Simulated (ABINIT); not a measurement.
# A GW chain in ABINIT: CdSe (Cadmoselite), part 2 of 3

How does a plane-wave GW calculation on CdSe (Cadmoselite) run from the first input to the gap?

ABINIT 10.8.3; PBE and many-body steps on it, plane waves. Known limits of the many-body steps: not at the basis limit; mesh may overstate the screening; no spin-orbit coupling; coarse k mesh.

So far. Step 2 (Ground state): The gap is direct, at Γ.

The database entry behind the starting cell differs from later determinations by our own check (inner coordinate of an old entry), so it need not match the best structure at ambient conditions.

### 3. Bands along the symmetry lines

Level of this step: DFT, PBE, plane waves, norm-conserving pseudopotentials (ABINIT).

The cheap functional maps the bands first; the places of the edges decide which points the dearer methods must see.

File run.abi:

```
acell 3*1.0 Angstrom
rprim 
  4.300000000016 -0.000000000004 0.000000000000
  -2.150000000005 3.723909236288 0.000000000000
  0.000000000000 0.000000000000 7.020000000000
ntypat 2
znucl 48 34
natom 4
typat 1 1 2 2
xred 
  0.333333333333 0.666666666667 0.000000000000
  0.666666666667 0.333333333333 0.500000000000
  0.333333333333 0.666666666667 0.385000000000
  0.666666666667 0.333333333333 0.885000000000
pp_dirpath "pseudos"
pseudos "Cd.upf, Se.upf"
ecut 48
iscf -2
irdden 1
kptopt 0
nkpt 75
kpt 
  0.00000000 0.00000000 0.00000000
  0.06250000 0.00000000 0.00000000
  0.12500000 0.00000000 0.00000000
  0.18750000 0.00000000 0.00000000
  0.25000000 0.00000000 0.00000000
  0.31250000 0.00000000 0.00000000
  0.37500000 0.00000000 0.00000000
  0.43750000 0.00000000 0.00000000
  0.50000000 0.00000000 0.00000000
  0.47916667 0.04166667 0.00000000
  0.45833333 0.08333333 0.00000000
  0.43750000 0.12500000 0.00000000
  0.41666666 0.16666666 0.00000000
  0.39583333 0.20833333 0.00000000
  0.37500000 0.25000000 0.00000000
  0.35416666 0.29166666 0.00000000
  0.33333333 0.33333333 0.00000000
  0.29166666 0.29166666 0.00000000
  0.25000000 0.25000000 0.00000000
  0.20833333 0.20833333 0.00000000
  0.16666666 0.16666666 0.00000000
  0.12500000 0.12500000 0.00000000
  0.08333333 0.08333333 0.00000000
  0.04166667 0.04166667 0.00000000
  0.00000000 0.00000000 0.00000000
  0.00000000 0.00000000 0.06250000
  0.00000000 0.00000000 0.12500000
  0.00000000 0.00000000 0.18750000
  0.00000000 0.00000000 0.25000000
  0.00000000 0.00000000 0.31250000
  0.00000000 0.00000000 0.37500000
  0.00000000 0.00000000 0.43750000
  0.00000000 0.00000000 0.50000000
  0.06250000 0.00000000 0.50000000
  0.12500000 0.00000000 0.50000000
  0.18750000 0.00000000 0.50000000
  0.25000000 0.00000000 0.50000000
  0.31250000 0.00000000 0.50000000
  0.37500000 0.00000000 0.50000000
  0.43750000 0.00000000 0.50000000
  0.50000000 0.00000000 0.50000000
  0.47916667 0.04166667 0.50000000
  0.45833333 0.08333333 0.50000000
  0.43750000 0.12500000 0.50000000
  0.41666666 0.16666666 0.50000000
  0.39583333 0.20833333 0.50000000
  0.37500000 0.25000000 0.50000000
  0.35416666 0.29166666 0.50000000
  0.33333333 0.33333333 0.50000000
  0.29166666 0.29166666 0.50000000
  0.25000000 0.25000000 0.50000000
  0.20833333 0.20833333 0.50000000
  0.16666666 0.16666666 0.50000000
  0.12500000 0.12500000 0.50000000
  0.08333333 0.08333333 0.50000000
  0.04166667 0.04166667 0.50000000
  0.00000000 0.00000000 0.50000000
  0.50000000 0.00000000 0.50000000
  0.50000000 0.00000000 0.43750000
  0.50000000 0.00000000 0.37500000
  0.50000000 0.00000000 0.31250000
  0.50000000 0.00000000 0.25000000
  0.50000000 0.00000000 0.18750000
  0.50000000 0.00000000 0.12500000
  0.50000000 0.00000000 0.06250000
  0.50000000 0.00000000 0.00000000
  0.33333333 0.33333333 0.50000000
  0.33333333 0.33333333 0.43750000
  0.33333333 0.33333333 0.37500000
  0.33333333 0.33333333 0.31250000
  0.33333333 0.33333333 0.25000000
  0.33333333 0.33333333 0.18750000
  0.33333333 0.33333333 0.12500000
  0.33333333 0.33333333 0.06250000
  0.33333333 0.33333333 0.00000000
istwfk *1
nband 51
nbdbuf 2
tolwfr 1e-08
nstep 40
prtwf 0
prtvol 0
indata_prefix "in"
outdata_prefix "out"
tmpdata_prefix "tmp"
```

Command:

```
OMP_NUM_THREADS=1 mpirun -n 8 abinit run.abi > log
```

Numbers of over 12 decimals in the logs are rounded to 6 here.

The program printed:

```text
.Version 10.8.3 of ABINIT. v10.8.2 released Aug 2026.

 Symmetries : space group P6_3 m c (#186); Bravais hP (primitive hexag.)
[... echo of the input left out ...]
== DATASET  1 ==================================================================
-   mpi_nproc: 8, omp_nthreads: 1 (-1 if OMP is not activated)

--- !DatasetInfo
iteration_state: {dtset: 1, }
dimensions: {natom: 4, nkpt: 75, mband: 51, nsppol: 1, nspinor: 1, nspden: 1, mpw: 12089, }
cutoff_energies: {ecut:  48.0, pawecutdg:  -1.0, }
electrons: {nelect:   8.80000000E+01, charge:   0.00000000E+00, occopt:   1.00000000E+00, tsmear:   1.00000000E-02, }

 Real(R)+Recip(G) space primitive vectors, cartesian coordinates (Bohr,Bohr^-1):
 R(1)=  8.1258223  0.0000000  0.0000000  G(1)=  0.1230645  0.0710513  0.0000000
 R(2)= -4.0629112  7.0371686  0.0000000  G(2)=  0.0000000  0.1421026  0.0000000
 R(3)=  0.0000000  0.0000000 13.2658774  G(3)=  0.0000000  0.0000000  0.0753814
 Unit cell volume ucvol=  7.5857977E+02 bohr^3
 Angles (23,13,12)=  9.00000000E+01  9.00000000E+01  1.20000000E+02 degrees

 getcut: wavevector=  0.0000  0.0000  0.0000  ngfft=  54  54  90
         ecut(hartree)=     48.000   => boxcut(ratio)=   2.13128

--- Pseudopotential description ------------------------------------------------
- Cd Generated using ONCVPSP code by D. R. Hamann
- 48.00000  20.00000  171031                  znucl, zion, pspdat
12 -101130 2 -1 1368                          pspcod,pspxc,lmax,lloc,mmax
     nproj     2     2     2
  pspatm : epsatm=   19.67729986
         --- l  ekb(1:nproj) -->
             0   19.509009    1.513170
             1   10.238708    1.182974
             2    0.797507    0.093141
 pspatm: atomic psp has been read  and splines computed

- Se Generated using ONCVPSP code by D. R. Hamann
- 34.00000  24.00000  171031                  znucl, zion, pspdat
12 -101130 2 -1 1214                          pspcod,pspxc,lmax,lloc,mmax
     nproj     2     2     2
  pspatm : epsatm=   25.39064422
         --- l  ekb(1:nproj) -->
[...]
pspatm: atomic psp has been read  and splines computed

--------------------------------------------------------------------------------

================================================================================
 prteigrs : about to open file out_EIG
 Non-SCF case, kpt    1 (  0.00000  0.00000  0.00000), residuals and eigenvalues=
  3.24E-09  8.93E-09  6.58E-09  2.09E-09  1.74E-09  5.33E-09  4.84E-09  1.82E-09
  6.10E-09  8.95E-09  2.42E-09  2.15E-09  2.87E-09  7.93E-09  1.93E-09  2.85E-09
  4.20E-09  7.43E-09  3.71E-09  3.91E-09  3.28E-09  3.86E-09  4.84E-09  3.30E-09
[...]
-7.4295E+00 -7.4295E+00 -5.2052E+00 -5.2052E+00 -5.2052E+00 -5.2052E+00
 -5.2048E+00 -5.2048E+00 -3.5583E+00 -3.5583E+00 -2.1269E+00 -2.1269E+00
 -2.1268E+00 -2.1268E+00 -2.1268E+00 -2.1268E+00 -1.5364E+00 -1.5364E+00
[...]
Non-SCF case, kpt    3 (  0.12500  0.00000  0.00000), residuals and eigenvalues=
[...]
Non-SCF case, kpt   74 (  0.33333  0.33333  0.06250), residuals and eigenvalues=
[...]
Non-SCF case, kpt   75 (  0.33333  0.33333  0.00000), residuals and eigenvalues=
[...]
-8.3261E-02 -8.3261E-02  3.7557E-02  3.7557E-02  6.6234E-02  1.1308E-01
  1.1308E-01  1.1335E-01  3.4025E-01  3.5519E-01  3.5519E-01  4.3813E-01
[...]
--- !ResultsGS
iteration_state: {dtset: 1, }
comment   : Summary of ground state results
lattice_vectors:
- [  8.1258223,  -0.0000000,   0.0000000, ]
- [ -4.0629112,   7.0371686,   0.0000000, ]
- [  0.0000000,   0.0000000,  13.2658774, ]
lattice_lengths: [   8.12582,    8.12582,   13.26588, ]
lattice_angles: [ 90.000,  90.000, 120.000, ] # degrees, (23, 13, 12)
lattice_volume:   7.5857977E+02
convergence: {deltae:  0.000E+00, res2:  0.000E+00, residm:  9.998E-09, diffor:  0.000E+00, }
etotal    :  -1.02694108E+03
entropy   :   0.00000000E+00
fermie    :   1.78727554E-01
cartesian_stress_tensor: null
pressure_GPa: null
xred      :
- [  3.3333E-01,   6.6667E-01,   0.0000E+00, Cd]
- [  6.6667E-01,   3.3333E-01,   5.0000E-01, Cd]
- [  3.3333E-01,   6.6667E-01,   3.8500E-01, Se]
- [  6.6667E-01,   3.3333E-01,   8.8500E-01, Se]
cartesian_forces: null
force_length_stats: {min: null, max: null, mean: null, }

 Integrated electronic density in atomic spheres:
 ------------------------------------------------
 Atom  Sphere_radius  Integrated_density
[...]
================================================================================

 ----iterations are completed or convergence reached----

 Mean square residual over all n,k,spin=   46.888E-10; max=  99.980E-10
 reduced coordinates (array xred) for    4 atoms
[...]
cartesian coordinates (angstrom) at end:
    1      2e-12     2.482606     0.000000
    2      2.150000     1.241303     3.510000
    3      2e-12     2.482606     2.702700
    4      2.150000     1.241303     6.212700
 length scales=  1.889726125908  1.889726125908  1.889726125908 bohr
              =  1.000000000000  1.000000000000  1.000000000000 angstroms
 prteigrs : about to open file out_EIG
 Eigenvalues (hartree) for nkpt=  75  k points:
 kpt#   1, nband= 51, wtk=  1.00000, kpt=  0.0000  0.0000  0.0000 (reduced coord)
[...]
kpt#   2, nband= 51, wtk=  1.00000, kpt=  0.0625  0.0000  0.0000 (reduced coord)
[...]
kpt#   3, nband= 51, wtk=  1.00000, kpt=  0.1250  0.0000  0.0000 (reduced coord)
[...]
kpt#  74, nband= 51, wtk=  1.00000, kpt=  0.3333  0.3333  0.0625 (reduced coord)
[...]
0.43364    0.43875    0.46901
 kpt#  75, nband= 51, wtk=  1.00000, kpt=  0.3333  0.3333  0.0000 (reduced coord)
[...]
-0.10000   -0.10000   -0.09990   -0.09792   -0.08326   -0.08326    0.03756    0.03756
   0.06623    0.11308    0.11308    0.11335    0.34025    0.35519    0.35519    0.43813
   0.43813    0.43919    0.46381

== END DATASET(S) ==============================================================
================================================================================

 -outvars: echo values of variables after computation  --------
            nband          51
             nkpt          75
          spgroup         186
 [... the other variables as echoed above ...]

 Calculation completed.
```

Wall time 2.8 min (8 MPI ranks of Intel Xeon Platinum 8488C (Sapphire Rapids), shared host); peak memory 1.5 GiB; 22 min of CPU time.

This step gave:

```
gap                        : 0.7010 eV
k of the valence top       : 0, 0, 0
k of the conduction bottom : 0, 0, 0
least direct gap           : 0.7010 eV
```

The gap is 0.701 eV, as in the run before at this level.

Electronic bands along the path, in eV, zero at the top of the highest filled band:

| point | band 41 | band 42 | band 43 | band 44 | band 45 | band 46 | band 47 | band 48 |
| --- | --- | --- | --- | --- | --- | --- | --- | --- |
| Γ | -0.72 | -0.01 | 0.00 | 0.00 | 0.70 | 2.12 | 5.89 | 5.89 |
| halfway | -2.17 | -1.34 | -0.44 | -0.43 | 2.62 | 3.45 | 5.21 | 5.90 |
| M | -2.56 | -1.85 | -1.24 | -0.83 | 3.23 | 3.31 | 4.81 | 6.15 |
| halfway | -2.65 | -2.14 | -1.40 | -1.32 | 3.94 | 4.26 | 4.67 | 6.14 |
| K | -3.06 | -1.79 | -1.79 | -1.78 | 4.40 | 4.80 | 4.80 | 7.06 |
| halfway | -2.48 | -1.69 | -0.76 | -0.56 | 3.06 | 4.08 | 5.16 | 5.53 |
| Γ | -0.72 | -0.01 | 0.00 | 0.00 | 0.70 | 2.12 | 5.89 | 5.89 |
| halfway | -0.62 | -0.62 | -0.11 | -0.11 | 1.73 | 2.23 | 5.70 | 5.98 |
| A | -0.37 | -0.37 | -0.37 | -0.37 | 2.34 | 2.34 | 5.82 | 5.82 |
| halfway | -1.34 | -1.34 | -0.91 | -0.91 | 3.40 | 3.40 | 4.98 | 4.98 |
| L | -1.38 | -1.38 | -1.29 | -1.29 | 2.99 | 2.99 | 4.79 | 4.79 |
| halfway | -2.02 | -2.02 | -1.12 | -1.12 | 3.51 | 3.51 | 5.25 | 5.25 |
| H | -2.48 | -2.48 | -1.05 | -1.05 | 3.80 | 3.80 | 5.92 | 5.92 |
| halfway | -1.37 | -1.37 | -1.21 | -1.21 | 3.77 | 3.77 | 4.97 | 4.97 |
| A | -0.37 | -0.37 | -0.37 | -0.37 | 2.34 | 2.34 | 5.82 | 5.82 |
| jump to L | -1.38 | -1.38 | -1.29 | -1.29 | 2.99 | 2.99 | 4.79 | 4.79 |
| halfway | -2.09 | -1.72 | -1.06 | -1.00 | 2.84 | 3.37 | 5.15 | 5.20 |
| M | -2.56 | -1.85 | -1.24 | -0.83 | 3.23 | 3.31 | 4.81 | 6.15 |
| jump to H | -2.48 | -2.48 | -1.05 | -1.05 | 3.80 | 3.80 | 5.92 | 5.92 |
| halfway | -2.90 | -2.00 | -1.42 | -1.42 | 4.33 | 4.33 | 4.85 | 6.40 |
| K | -3.06 | -1.79 | -1.79 | -1.78 | 4.40 | 4.80 | 4.80 | 7.06 |

### 4. Empty states on the mesh, 3×3×2 mesh, 128 bands

The sums over transitions need many empty states on a uniform mesh; this step solves for them.

File run.abi:

```
acell 3*1.0 Angstrom
rprim 
  4.300000000016 -0.000000000004 0.000000000000
  -2.150000000005 3.723909236288 0.000000000000
  0.000000000000 0.000000000000 7.020000000000
ntypat 2
znucl 48 34
natom 4
typat 1 1 2 2
xred 
  0.333333333333 0.666666666667 0.000000000000
  0.666666666667 0.333333333333 0.500000000000
  0.333333333333 0.666666666667 0.385000000000
  0.666666666667 0.333333333333 0.885000000000
pp_dirpath "pseudos"
pseudos "Cd.upf, Se.upf"
ecut 48
ngkpt 3 3 2
nshiftk 1
shiftk 0 0 0
kptopt 1
chksymbreak 0
iscf -2
irdden 1
istwfk *1
nband 128
nbdbuf 10
tolwfr 1e-09
nstep 60
prtvol 0
indata_prefix "in"
outdata_prefix "out"
tmpdata_prefix "tmp"
```

The program printed:

```text
.Version 10.8.3 of ABINIT. v10.8.2 released Aug 2026.

 Symmetries : space group P6_3 m c (#186); Bravais hP (primitive hexag.)
[... echo of the input left out ...]
== DATASET  1 ==================================================================
-   mpi_nproc: 8, omp_nthreads: 1 (-1 if OMP is not activated)
-    --> not optimal distribution: autoparal keyword recommended in input file <--

--- !DatasetInfo
iteration_state: {dtset: 1, }
dimensions: {natom: 4, nkpt: 6, mband: 128, nsppol: 1, nspinor: 1, nspden: 1, mpw: 12066, }
cutoff_energies: {ecut:  48.0, pawecutdg:  -1.0, }
electrons: {nelect:   8.80000000E+01, charge:   0.00000000E+00, occopt:   1.00000000E+00, tsmear:   1.00000000E-02, }

 Real(R)+Recip(G) space primitive vectors, cartesian coordinates (Bohr,Bohr^-1):
 R(1)=  8.1258223  0.0000000  0.0000000  G(1)=  0.1230645  0.0710513  0.0000000
 R(2)= -4.0629112  7.0371686  0.0000000  G(2)=  0.0000000  0.1421026  0.0000000
 R(3)=  0.0000000  0.0000000 13.2658774  G(3)=  0.0000000  0.0000000  0.0753814
 Unit cell volume ucvol=  7.5857977E+02 bohr^3
 Angles (23,13,12)=  9.00000000E+01  9.00000000E+01  1.20000000E+02 degrees

 getcut: wavevector=  0.0000  0.0000  0.0000  ngfft=  54  54  90
         ecut(hartree)=     48.000   => boxcut(ratio)=   2.13128

--- Pseudopotential description ------------------------------------------------
- Cd Generated using ONCVPSP code by D. R. Hamann
- 48.00000  20.00000  171031                  znucl, zion, pspdat
12 -101130 2 -1 1368                          pspcod,pspxc,lmax,lloc,mmax
     nproj     2     2     2
  pspatm : epsatm=   19.67729986
         --- l  ekb(1:nproj) -->
             0   19.509009    1.513170
             1   10.238708    1.182974
             2    0.797507    0.093141
 pspatm: atomic psp has been read  and splines computed

- Se Generated using ONCVPSP code by D. R. Hamann
- 34.00000  24.00000  171031                  znucl, zion, pspdat
12 -101130 2 -1 1214                          pspcod,pspxc,lmax,lloc,mmax
     nproj     2     2     2
  pspatm : epsatm=   25.39064422
         --- l  ekb(1:nproj) -->
[...]
pspatm: atomic psp has been read  and splines computed

--------------------------------------------------------------------------------

================================================================================
 prteigrs : about to open file out_EIG
 Non-SCF case, kpt    1 (  0.00000  0.00000  0.00000), residuals and eigenvalues=
  4.49E-10  5.20E-10  8.08E-10  7.58E-10  8.35E-10  1.64E-10  1.77E-10  1.87E-10
  4.10E-10  3.88E-10  4.37E-10  6.62E-10  7.82E-10  4.15E-10  6.07E-10  3.89E-10
  9.77E-11  8.96E-10  6.10E-10  6.36E-10  8.60E-10  5.48E-10  2.97E-10  5.73E-10
[...]
-7.4295E+00 -7.4295E+00 -5.2052E+00 -5.2052E+00 -5.2052E+00 -5.2052E+00
 -5.2048E+00 -5.2048E+00 -3.5583E+00 -3.5583E+00 -2.1269E+00 -2.1269E+00
 -2.1268E+00 -2.1268E+00 -2.1268E+00 -2.1268E+00 -1.5364E+00 -1.5364E+00
[...]
1.5556E+00  1.5556E+00  1.5899E+00  1.5899E+00  1.6008E+00  1.6169E+00
  1.6169E+00  1.6258E+00  1.6401E+00  1.6401E+00  1.6721E+00  1.7261E+00
  1.7261E+00  1.7378E+00
 prteigrs : prtvol=0 or 1, do not print more k-points.

--- !ResultsGS
iteration_state: {dtset: 1, }
comment   : Summary of ground state results
lattice_vectors:
- [  8.1258223,  -0.0000000,   0.0000000, ]
- [ -4.0629112,   7.0371686,   0.0000000, ]
- [  0.0000000,   0.0000000,  13.2658774, ]
lattice_lengths: [   8.12582,    8.12582,   13.26588, ]
lattice_angles: [ 90.000,  90.000, 120.000, ] # degrees, (23, 13, 12)
lattice_volume:   7.5857977E+02
convergence: {deltae:  0.000E+00, res2:  0.000E+00, residm:  9.989E-10, diffor:  0.000E+00, }
etotal    :  -1.02694108E+03
entropy   :   0.00000000E+00
fermie    :   1.78727554E-01
cartesian_stress_tensor: null
pressure_GPa: null
xred      :
- [  3.3333E-01,   6.6667E-01,   0.0000E+00, Cd]
- [  6.6667E-01,   3.3333E-01,   5.0000E-01, Cd]
- [  3.3333E-01,   6.6667E-01,   3.8500E-01, Se]
- [  6.6667E-01,   3.3333E-01,   8.8500E-01, Se]
cartesian_forces: null
force_length_stats: {min: null, max: null, mean: null, }

 Integrated electronic density in atomic spheres:
 ------------------------------------------------
 Atom  Sphere_radius  Integrated_density
[...]
================================================================================

 ----iterations are completed or convergence reached----

 Mean square residual over all n,k,spin=   47.478E-11; max=  99.891E-11
 reduced coordinates (array xred) for    4 atoms
[...]
0.333333333333      0.666666666667      0.385000000000
       0.666666666667      0.333333333333      0.885000000000

 cartesian coordinates (angstrom) at end:
    1      2e-12     2.482606     0.000000
    2      2.150000     1.241303     3.510000
    3      2e-12     2.482606     2.702700
    4      2.150000     1.241303     6.212700
 length scales=  1.889726125908  1.889726125908  1.889726125908 bohr
              =  1.000000000000  1.000000000000  1.000000000000 angstroms
 prteigrs : about to open file out_EIG
 Eigenvalues (hartree) for nkpt=   6  k points:
 kpt#   1, nband=128, wtk=  0.05556, kpt=  0.0000  0.0000  0.0000 (reduced coord)
[...]
1.53180    1.53180    1.55561    1.55561    1.58988    1.58988    1.60080    1.61686
   1.61686    1.62583    1.64011    1.64011    1.67214    1.72607    1.72612    1.73784
 prteigrs : prtvol=0 or 1, do not print more k-points.

== END DATASET(S) ==============================================================
================================================================================

 -outvars: echo values of variables after computation  --------
            nband         128
             nkpt           6
          spgroup         186
 [... the other variables as echoed above ...]

 Calculation completed.
```

The job ended after 71 s (8 MPI ranks; peak memory 0.99 GiB; 9.4 min of CPU time).

Numbers from this step:

- gap: 0.7010 eV
- k of the valence top: 0, 0, 0
- k of the conduction bottom: 0, 0, 0
- least direct gap: 0.7010 eV
- k points computed: 6
- lowest point of the top converged band, above the valence top: 38.40 eV

On this mesh the gap is 0.701 eV.

(Continued in part 3 of 3.)

[Paths, hosts, dates, memory and timing lines, banners, echoed tables and standing remarks are left out of the program output.]

[Logs are printed without paths, hosts, clocks, repeated set-up lines and the standing remarks that a program may print on its own settings, such as how far it seeks lower states.]

[Runs of the session that timed out or met a known fault of the program may be left out.]

[Hosts, paths, dates, database ids (printed as entryN), source tags and the programs' standing remarks are cut or masked in the printed files.]

[G0W0 gaps are taken among the corrected bands and points alone; a level outside them can change the order at an edge.]

[Where Ansatz stands beside ABINIT at settings called matched, ABINIT's density can come from a denser mesh and the files from another edition; pairs whose starting gaps differed by over 0.03 eV were left out, so agreement reads better than it is.]
